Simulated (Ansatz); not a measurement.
# How fast states decay through KLaCl4

Aim: relax a made-up compound, KLaCl4, and see how good a tunnel barrier it would be. It is built by putting Cl for F in the KLaF4 structure of space group P4/mmm, with the volume rescaled by atomic radii. The parent structure comes from the Materials Project.

Calculated with Ansatz 0.2.0; PBE DFT, plane waves, PAW files, in the first sound run; inputs show where later runs differ.

The structure was built from a prototype and need not be the compound's stable phase.

## (1) Starting point

The structure is tetragonal, space group P4/mmm (No. 123). Conventional cell: a = 4.546 Å, b = 4.546 Å, c = 6.868 Å, α = 90.00°, β = 90.00°, γ = 90.00°. Nearest to K lie 8 Cl at 2.99 Å. Nearest to La lie 8 Cl at 2.72 Å. Cl has 2 La at 2.72 Å and 2 K at 2.99 Å nearest. It derives from KLaF4. Cl for F in the KLaF4 structure of space group P4/mmm. Farther neighbours and most contacts between anions are not listed.

## (2) Relaxing the new crystal

The substituted atoms don't fit the parent's cell, so cell and atoms relax together. A small smearing keeps the run stable in case the gap closes on the way.

File input.yaml:

```yaml
crystal:
  lattice:
    - [4.5464157333, 0.0, 0.0]
    - [0.0, 4.5464157333, 0.0]
    - [0.0, 0.0, 6.868015314]
  atoms:
    - { symbol: K, position: [0.0, 0.0, 0.0] }
    - { symbol: La, position: [0.5, 0.5, 0.5] }
    - { symbol: Cl, position: [0.5, 0.0, 0.71639365] }
    - { symbol: Cl, position: [0.0, 0.5, 0.28360635] }
    - { symbol: Cl, position: [0.5, 0.0, 0.28360635] }
    - { symbol: Cl, position: [0.0, 0.5, 0.71639365] }
kpoints:
  mp_grid: { grid: [6, 6, 4] }
scf:
  occupations: { method: gaussian, width: 0.03 }
hamiltonian:
  xc: pbe
output:
  forces: true
  stress: true
relax:
  f_tol: 0.02
  max_steps: 60
  cell: {}
```

Started as:

```sh
$ ansatz run input.yaml --threads 2 --pin off --max-ram 4096MiB --backend cpu --events-out ev --progress --plain --runs-dir out
```

Numbers of over 12 decimals in the logs are rounded to 6 here.

The program printed:

```text
Engine: ansatz 0.2.0, aarch64-unknown-linux-gnu
Pseudopotentials: kind: paw
Pseudopotential: K, paw, valence charge 9, recommended cutoff 420 eV (normal), K.paw.azcp
Pseudopotential: La, paw, valence charge 11, recommended cutoff 420 eV (normal), La.paw.azcp
Pseudopotential: Cl, paw, valence charge 7, recommended cutoff 420 eV (normal), Cl.paw.azcp
Functional definition: PBE
  parameter kappa = 0.804
  parameter beta = 0.066725
  exchange = pbe_x(kappa = kappa, mu = beta*pi^2/3)
  correlation = pbe_c(beta = beta)
Crystal: 6 atoms, lattice volume = 141.961 Å³
Basis set: ecut = 420 eV, 2799 PW (Γ), exchange–correlation on 64×64×96 points (8 copies of the dense FFT grid, shifted against one another)
Bands: 30, of which v1, the nominal top of the filled ones, is band 24 counted from 1 (23 counted from 0)
Symmetry: 16 space group operations
Space group: P4/mmm (ITA 123), of the structure as read, at distance tolerance 5.2e-5 Å
k-points: 30 of 144
Non-local potential: K, projectors of the file, l = 0: 3, l = 1: 2, l = 2: 2
Non-local potential: La, projectors of the file, l = 0: 3, l = 1: 2, l = 2: 2, l = 3: 3
Non-local potential: Cl, projectors of the file, l = 0: 2, l = 1: 2, l = 2: 2
PAW form: soft (Blöchl's): semilocal exchange-correlation on the pseudo side does not see the compensation charge
PAW one-centre angular grid: K, 110 points (default); XC on 64 Gauss nodes
PAW one-centre angular grid: La, 590 points (default); XC on 64 Gauss nodes
PAW one-centre angular grid: Cl, 110 points (default); XC on 64 Gauss nodes
Initial density: superposition of atomic densities (neutral atoms: chi_scale 0, normalization atom), corrected by the library's trained network
Initial wavefunctions: pseudopotential atomic-orbital guess
Functional: x = pbe(κ = 0.804, μ = 0.219515), c = pbe(β = 0.066725)
SCF iter   1: F=—  HF=-12118.024003 eV  |F-HF|=—  |Δ(HF+E_count)|=         —  Δρ=1.70e-3  dr2=7.35e-3  ethr=1.77e-3  ⟨swp⟩=6.9  Hψ=3762  notcnv=0
preconditioner: auto → Resta (q_TF=auto, 2.277 Å⁻¹)  ε∞=4.1  [insulator: Δε(μ)=4.224 eV  Ē_g=11.761 eV  σ=0.030 eV  W_gap=1.00  n_scr=28 (ndim 8)  ℏωp=20.7 eV  f_vac=0.085  D(μ)=0.00/eV (n_scr^D=0)  ε∞_Penn≈4.1]
SCF iter   2: F=—  HF=-12118.017283 eV  |F-HF|=—  |Δ(HF+E_count)|=   6.72e-3  Δρ=9.63e-4  dr2=1.50e-3  ethr=1.53e-5  ⟨swp⟩=2.4  Hψ=1970  notcnv=0  defer=35
SCF iter   3: F=—  HF=-12118.017619 eV  |F-HF|=—  |Δ(HF+E_count)|=   3.37e-4  Δρ=2.86e-4  dr2=1.70e-4  ethr=3.12e-6  ⟨swp⟩=2.0  Hψ=1349  notcnv=0  defer=35
SCF iter   4: F=—  HF=-12118.017975 eV  |F-HF|=—  |Δ(HF+E_count)|=   3.56e-4  Δρ=7.36e-5  dr2=1.57e-5  ethr=3.53e-7  ⟨swp⟩=2.1  Hψ=1455  notcnv=0  defer=35
SCF iter   5: F=—  HF=-12118.018022 eV  |F-HF|=—  |Δ(HF+E_count)|=   4.73e-5  Δρ=2.01e-5  dr2=1.00e-6  ethr=3.28e-8  ⟨swp⟩=2.0  Hψ=1450  notcnv=0  defer=35
SCF iter   6: F=-12118.018024 eV  HF=-12118.018024 eV  |F-HF|=1.82e-8  |Δ(HF+E_count)|=   1.91e-6  Δρ=4.33e-6  dr2=2.98e-8  ethr=2.08e-10  ⟨swp⟩=3.0  Hψ=3893  notcnv=0
SCF 1 converged in 6 iterations: F = -12118.018024 eV  dr2 = 2.98e-8
  greatest PAW one-centre occupation: 0.988 electrons in one spin orbital (limit 2), on the K atom at site 0 (counted from 0), in its partial waves of l = 0
relax step   1: F+E_penalty+E_count = -12118.01802404 eV  Δ(F+E_penalty+E_count) = +0.000e0 eV  max|allowed force component| = 1.487e0 eV/Å  Δτ_max = 0.0000 Å  P = +14.787 GPa  Ω = 141.961 Å³  (6 SCF iters, dr2 threshold 1.00e-7 eV, accepted)
Crystal: 6 atoms, lattice volume = 163.334 Å³
Basis set: ecut = 420 eV, 3185 PW (Γ), exchange–correlation on 64×64×96 points (8 copies of the dense FFT grid, shifted against one another)
Initial density: handed on by an earlier stage of this run
Initial wavefunctions: those handed on with the density
iter 1 solved again at ethr=6.68e-4 eV; its pass at ethr=3.10e-3 eV (dr2=3.21e-1 eV) is discarded
SCF iter   1: F=—  HF=-12119.445237 eV  |F-HF|=—  |Δ(HF+E_count)|=         —  Δρ=8.08e-3  dr2=3.20e-1  ethr=6.68e-4  ⟨swp⟩=1.0  Hψ=6330  notcnv=0
preconditioner: auto → Resta (q_TF=auto, 2.225 Å⁻¹)  ε∞=4.0  [insulator: Δε(μ)=4.342 eV  Ē_g=11.174 eV  σ=0.030 eV  W_gap=1.00  n_scr=36 (ndim 8)  ℏωp=19.3 eV  f_vac=0.114  D(μ)=0.00/eV (n_scr^D=0)  ε∞_Penn≈4.0]
SCF iter   2: F=—  HF=-12119.352828 eV  |F-HF|=—  |Δ(HF+E_count)|=   9.24e-2  Δρ=4.24e-3  dr2=6.75e-2  ethr=6.67e-4  ⟨swp⟩=4.2  Hψ=1849  notcnv=0
SCF iter   3: F=—  HF=-12119.330653 eV  |F-HF|=—  |Δ(HF+E_count)|=   2.22e-2  Δρ=1.50e-3  dr2=6.60e-3  ethr=1.41e-4  ⟨swp⟩=3.7  Hψ=1934  notcnv=0
SCF iter   4: F=—  HF=-12119.329656 eV  |F-HF|=—  |Δ(HF+E_count)|=   9.97e-4  Δρ=3.34e-4  dr2=4.53e-4  ethr=1.38e-5  ⟨swp⟩=2.7  Hψ=1721  notcnv=0
SCF iter   5: F=—  HF=-12119.329984 eV  |F-HF|=—  |Δ(HF+E_count)|=   3.28e-4  Δρ=1.15e-4  dr2=4.46e-5  ethr=9.44e-7  ⟨swp⟩=2.1  Hψ=1682  notcnv=0
SCF iter   6: F=—  HF=-12119.330068 eV  |F-HF|=—  |Δ(HF+E_count)|=   8.50e-5  Δρ=2.91e-5  dr2=2.36e-6  ethr=9.29e-8  ⟨swp⟩=2.2  Hψ=1394  notcnv=0
SCF iter   7: F=-12119.330075 eV  HF=-12119.330075 eV  |F-HF|=4.10e-7  |Δ(HF+E_count)|=   6.08e-6  Δρ=7.87e-6  dr2=1.19e-7  ethr=1.25e-9  ⟨swp⟩=4.9  Hψ=3549  notcnv=0
SCF 2 converged in 7 iterations: F = -12119.330075 eV  dr2 = 1.19e-7
relax step   2: F+E_penalty+E_count = -12119.33007497 eV  Δ(F+E_penalty+E_count) = -1.312e0 eV  max|allowed force component| = 2.864e-1 eV/Å  Δτ_max = 0.1294 Å  P = +2.596 GPa  Ω = 163.334 Å³  energy of the carried Pulay correction = -4.103e-4 eV  (7 SCF iters, dr2 threshold 6.00e-7 eV, accepted)
Crystal: 6 atoms, lattice volume = 179.547 Å³
Basis set: ecut = 420 eV, 3501 PW (Γ), exchange–correlation on 64×64×96 points (8 copies of the dense FFT grid, shifted against one another)
iter 1 solved again at ethr=1.89e-4 eV; its pass at ethr=3.10e-3 eV (dr2=9.05e-2 eV) is discarded
SCF iter   1: F=—  HF=-12119.514148 eV  |F-HF|=—  |Δ(HF+E_count)|=         —  Δρ=5.15e-3  dr2=9.14e-2  ethr=1.89e-4  ⟨swp⟩=2.0  Hψ=5561  notcnv=0
preconditioner: auto → Resta (q_TF=auto, 2.190 Å⁻¹)  ε∞=4.1  [insulator: Δε(μ)=3.584 eV  Ē_g=10.474 eV  σ=0.030 eV  W_gap=1.00  n_scr=36 (ndim 8)  ℏωp=18.4 eV  f_vac=0.130  D(μ)=0.00/eV (n_scr^D=0)  ε∞_Penn≈4.1]
SCF iter   2: F=—  HF=-12119.491366 eV  |F-HF|=—  |Δ(HF+E_count)|=   2.28e-2  Δρ=2.38e-3  dr2=1.53e-2  ethr=1.89e-4  ⟨swp⟩=3.2  Hψ=1663  notcnv=0
SCF iter   3: F=—  HF=-12119.487155 eV  |F-HF|=—  |Δ(HF+E_count)|=   4.21e-3  Δρ=7.88e-4  dr2=2.43e-3  ethr=3.18e-5  ⟨swp⟩=2.1  Hψ=1482  notcnv=0
SCF iter   4: F=—  HF=-12119.486361 eV  |F-HF|=—  |Δ(HF+E_count)|=   7.94e-4  Δρ=2.21e-4  dr2=1.86e-4  ethr=5.06e-6  ⟨swp⟩=2.0  Hψ=1440  notcnv=0
SCF iter   5: F=—  HF=-12119.486523 eV  |F-HF|=—  |Δ(HF+E_count)|=   1.62e-4  Δρ=7.72e-5  dr2=1.45e-5  ethr=3.88e-7  ⟨swp⟩=2.1  Hψ=1552  notcnv=0
SCF iter   6: F=—  HF=-12119.486542 eV  |F-HF|=—  |Δ(HF+E_count)|=   1.88e-5  Δρ=1.85e-5  dr2=6.65e-7  ethr=3.03e-8  ⟨swp⟩=2.2  Hψ=1434  notcnv=0
SCF iter   7: F=-12119.486543 eV  HF=-12119.486543 eV  |F-HF|=1.40e-7  |Δ(HF+E_count)|=   1.47e-6  Δρ=4.30e-6  dr2=5.75e-8  ethr=1.25e-9  ⟨swp⟩=4.6  Hψ=3235  notcnv=0
SCF 3 converged in 7 iterations: F = -12119.486543 eV  dr2 = 5.75e-8
  greatest PAW one-centre occupation: 0.987 electrons in one spin orbital (limit 2), on the K atom at site 0 (counted from 0), in its partial waves of l = 0
relax step   3: F+E_penalty+E_count = -12119.48654337 eV  Δ(F+E_penalty+E_count) = -1.565e-1 eV  max|allowed force component| = 1.556e-1 eV/Å  Δτ_max = 0.1221 Å  P = +0.229 GPa  Ω = 179.547 Å³  energy of the carried Pulay correction = -6.855e-4 eV  (7 SCF iters, dr2 threshold 6.00e-7 eV, accepted)
[...]
relax step   4: F+E_penalty+E_count = -12119.49465476 eV  Δ(F+E_penalty+E_count) = -8.111e-3 eV  max|allowed force component| = 2.475e-2 eV/Å  Δτ_max = 0.0223 Å  P = +0.089 GPa  Ω = 178.738 Å³  energy of the carried Pulay correction = -6.725e-4 eV  (5 SCF iters, dr2 threshold 6.00e-7 eV, accepted)
[...]
relax step   5: F+E_penalty+E_count = -12119.49488472 eV  Δ(F+E_penalty+E_count) = -2.300e-4 eV  max|allowed force component| = 1.526e-3 eV/Å  Δτ_max = 0.0032 Å  P = +0.018 GPa  Ω = 178.879 Å³  energy of the carried Pulay correction = -6.748e-4 eV  (5 SCF iters, dr2 threshold 4.29e-8 eV, accepted)
[...]
relax step   6: F+E_penalty+E_count = -12119.49899325 eV  Δ(F+E_penalty+E_count) = -4.109e-3 eV  max|allowed force component| = 1.352e-3 eV/Å  Δτ_max = 0.0000 Å  P = +0.069 GPa  Ω = 178.879 Å³  stress off target by 7.48e-2 GPa  SCF on the basis re-selected at this cell (its energy is not comparable with the rows above)  (6 SCF iters)
[...]
relax step   7: F+E_penalty+E_count = -12119.49907997 eV  Δ(F+E_penalty+E_count) = -8.672e-5 eV  max|allowed force component| = 6.839e-4 eV/Å  Δτ_max = 0.0010 Å  P = +0.012 GPa  Ω = 179.234 Å³  energy of the carried Pulay correction = -4.029e-6 eV  (5 SCF iters, dr2 threshold 1.40e-8 eV, accepted)
iter 1 solved again at ethr=6.88e-7 eV; its pass at ethr=3.10e-3 eV (dr2=3.30e-4 eV) is discarded
SCF iter   1: F=—  HF=-12119.499068 eV  |F-HF|=—  |Δ(HF+E_count)|=         —  Δρ=2.07e-6  dr2=7.70e-9  ethr=6.88e-7  ⟨swp⟩=3.0  Hψ=5829  notcnv=0
eigensolver tolerance schedule: the retry pair's looser diagonalisation over-reported the residual by 42872.30 of it (diagonalisation noise at an unbounded share of the residual, at the tolerance the schedule requests for it); recorded, not acted on — ethr = c·dr2/N_el stays at c = 1.0e-1
preconditioner: auto → Resta (q_TF=auto, 2.190 Å⁻¹)  ε∞=4.2  [insulator: Δε(μ)=3.304 eV  Ē_g=10.256 eV  σ=0.030 eV  W_gap=1.00  n_scr=36 (ndim 8)  ℏωp=18.4 eV  f_vac=0.117  D(μ)=0.00/eV (n_scr^D=0)  ε∞_Penn≈4.2]
SCF iter   2: F=—  HF=-12119.499084 eV  |F-HF|=—  |Δ(HF+E_count)|=   1.55e-5  Δρ=1.13e-6  dr2=2.78e-9  ethr=1.60e-11  ⟨swp⟩=3.7  Hψ=2361  notcnv=0
SCF iter   3: F=—  HF=-12119.499084 eV  |F-HF|=—  |Δ(HF+E_count)|=   1.38e-8  Δρ=5.87e-7  dr2=1.08e-9  ethr=5.79e-12  ⟨swp⟩=2.0  Hψ=1150  notcnv=0
SCF iter   4: F=—  HF=-12119.499084 eV  |F-HF|=—  |Δ(HF+E_count)|=   4.63e-9  Δρ=2.15e-7  dr2=1.00e-10  ethr=2.26e-12  ⟨swp⟩=2.0  Hψ=1309  notcnv=0
SCF iter   5: F=-12119.499084 eV  HF=-12119.499084 eV  |F-HF|=1.09e-10  |Δ(HF+E_count)|=  2.07e-10  Δρ=1.44e-7  dr2=2.25e-11  ethr=1.00e-12  ⟨swp⟩=4.0  Hψ=3168  notcnv=0
SCF 8 converged in 5 iterations: F = -12119.499084 eV  dr2 = 2.25e-11
relax step   8: F+E_penalty+E_count = -12119.49908393 eV  Δ(F+E_penalty+E_count) = -3.962e-6 eV  max|allowed force component| = 6.868e-4 eV/Å  Δτ_max = 0.0000 Å  P = +0.012 GPa  Ω = 179.234 Å³  stress off target by 1.57e-2 GPa  SCF on the basis re-selected at this cell (its energy is not comparable with the rows above)  (5 SCF iters)
basis re-selected at this cell: Δ(F+E_penalty+E_count) = -3.962e-6 eV, ΔP = +0.000 GPa vs the last step (what re-selecting the basis moved, of the pressure what is left beyond the Pulay correction that the steps carried, after the strain that the cell walked since its last selection, with what the two solves' SCF thresholds leave and, on support functions, any second-order correction that the steps lacked; it is no m [...]
SCF converged after 5 iterations
Free energy (F): -12119.499084 eV
Harris-Foulkes:  -12119.499084 eV  (|F-HF|=1.09e-10)
Internal energy: -12119.499084 eV  (E = F + TS)
E sigma→0 (E₀):  -12119.499084 eV
Fermi energy:    4.573168 eV
--- Per-component energies (eV) ---
  E_band       = -279.469563
  E_kinetic    = 1089.298473
  E_local      = -2127.592811  (includes V_loc(G=0)·N_el)
  E_nonlocal   = 222.892076
  E_hartree    = 709.298566
  E_xc         = -703.901675
  E_vxc        = -801.561114  (∫ρ·V_xc dr)
  E_paw        = -8836.255369  (= ΣΔE_a)
  E_vpaw       = -81.103734  (= ΣTr[D̂ρ^β])
  E_aug_tail   = 0.000356  (compensation charges beyond the density's cutoff)
  E_ewald      = -2473.238699
  E_smearing   = -0.000000  (= −TS)
  E_closure    = -0.000000  (closes the sum)
  Σ components = -12119.499084   (vs F -12119.499084, Δ=0.00e0)
--- Forces (eV/Å), atoms counted from 1 ---
  atom   1  K     -0.00000000     0.00000000     0.00000000
  atom   2  La     0.00000000    -0.00000000     0.00000000
  atom   3  Cl     0.00000000     0.00000000    -0.00068680
  atom   4  Cl     0.00000000     0.00000000     0.00068680
  atom   5  Cl    -0.00000000    -0.00000000     0.00068680
  atom   6  Cl    -0.00000000    -0.00000000    -0.00068680
  max |Σ_I F_I| component: 6.94e-18 eV/Å
--- Stress (GPa, compression-positive) ---
        0.010005       0.000000       0.000000
        0.000000       0.010005      -0.000000
        0.000000      -0.000000       0.015654
  P = ⅓ Tr σ = 0.0119 GPa (0.119 kbar)
--- Relaxed structure (6 steps of the walk, 6 accepted, 2 SCFs on fresh bases) ---
  F+E_penalty+E_count = -12119.49908393 eV   max|allowed force component| = 6.868e-4 eV/Å   (the final SCF, on the basis selected at the relaxed cell)
  cell:  # Å, volume = 179.2341 Å³
    - [4.895259, 0, 0]
    - [0, 4.895259, 0]
    - [0, 0, 7.479441]
  atoms:
    - { symbol: K, position: [0, 0, 4.209667074272744e-19] }
    - { symbol: La, position: [0.5, 0.5, 0.5] }
    - { symbol: Cl, position: [0.5, 0, 0.721008] }
    - { symbol: Cl, position: [0, 0.5, 0.278992] }
    - { symbol: Cl, position: [0.5, 0, 0.278992] }
    - { symbol: Cl, position: [0, 0.5, 0.721008] }
```

Run time: 29 s. Hardware: 2 threads of Arm Neoverse V2, shared host; peak memory 0.51 GiB; 57 s of CPU time.

Step by step:

```csv
step,energy less that of the first step (eV),largest force component (eV/Å),pressure (GPa),volume (Å³)
1,0.0000,1.4869,14.79,141.96
2,-1.3121,0.2864,2.60,163.33
3,-1.4685,0.1556,0.23,179.55
4,-1.4766,0.0247,0.09,178.74
5,-1.4769,0.0015,0.02,178.88
6*,-1.4810,0.0014,0.07,178.88
7,-1.4811,0.0007,0.01,179.23
8*,-1.4811,0.0007,0.01,179.23
```

Relaxation steps marked * repeat the geometry before them on a plane-wave basis chosen anew for their cell, so energy and pressure can jump there.

Forces are held to the 16 operations that the run works with; a distortion that breaks them can't arise in this run.

```csv
"conventional cell, symmetrised",before,after,change
a (Å),4.546,4.895,+7.7 %
b (Å),4.546,4.895,+7.7 %
c (Å),6.868,7.479,+8.9 %
volume (Å³/atom),23.66,29.87,+26.3 %
```

The atoms that moved most (Å, as changes of fractional coordinates times the final cell):

```csv
atom,dx,dy,dz,length
Cl3,0.000,0.000,0.035,0.035
Cl6,0.000,0.000,0.035,0.035
Cl5,0.000,0.000,-0.035,0.035
Cl4,0.000,0.000,-0.035,0.035
```

The relaxed structure:

```cif
data_structure
_symmetry_space_group_name_H-M 'P 1'
_symmetry_Int_Tables_number 1
_cell_length_a 4.8953
_cell_length_b 4.8953
_cell_length_c 7.4794
_cell_angle_alpha 90.000
_cell_angle_beta 90.000
_cell_angle_gamma 90.000
_cell_volume 179.23
loop_
_atom_site_label
_atom_site_type_symbol
_atom_site_fract_x
_atom_site_fract_y
_atom_site_fract_z
_atom_site_occupancy
K1 K 0.00000 0.00000 0.00000 1
La2 La 0.50000 0.50000 0.50000 1
Cl3 Cl 0.50000 0.00000 0.72101 1
Cl4 Cl 0.00000 0.50000 0.27899 1
Cl5 Cl 0.50000 0.00000 0.27899 1
Cl6 Cl 0.00000 0.50000 0.72101 1
```

Numbers from this step:

```yaml
free_energy: -12119.4991 eV
fermi_energy: 4.573 eV
pressure: 0.01189 GPa
```

The largest force component on a free atom ends at 6.9e-4 eV/Å.

[end of part 1 of 3]

[Logs are printed without paths, hosts, clocks, repeated set-up lines and the standing remarks that a program may print on its own settings, such as how far it seeks lower states.]

[Hosts, paths, dates, database ids (printed as entryN), source tags and the programs' standing remarks are cut or masked in the printed files.]
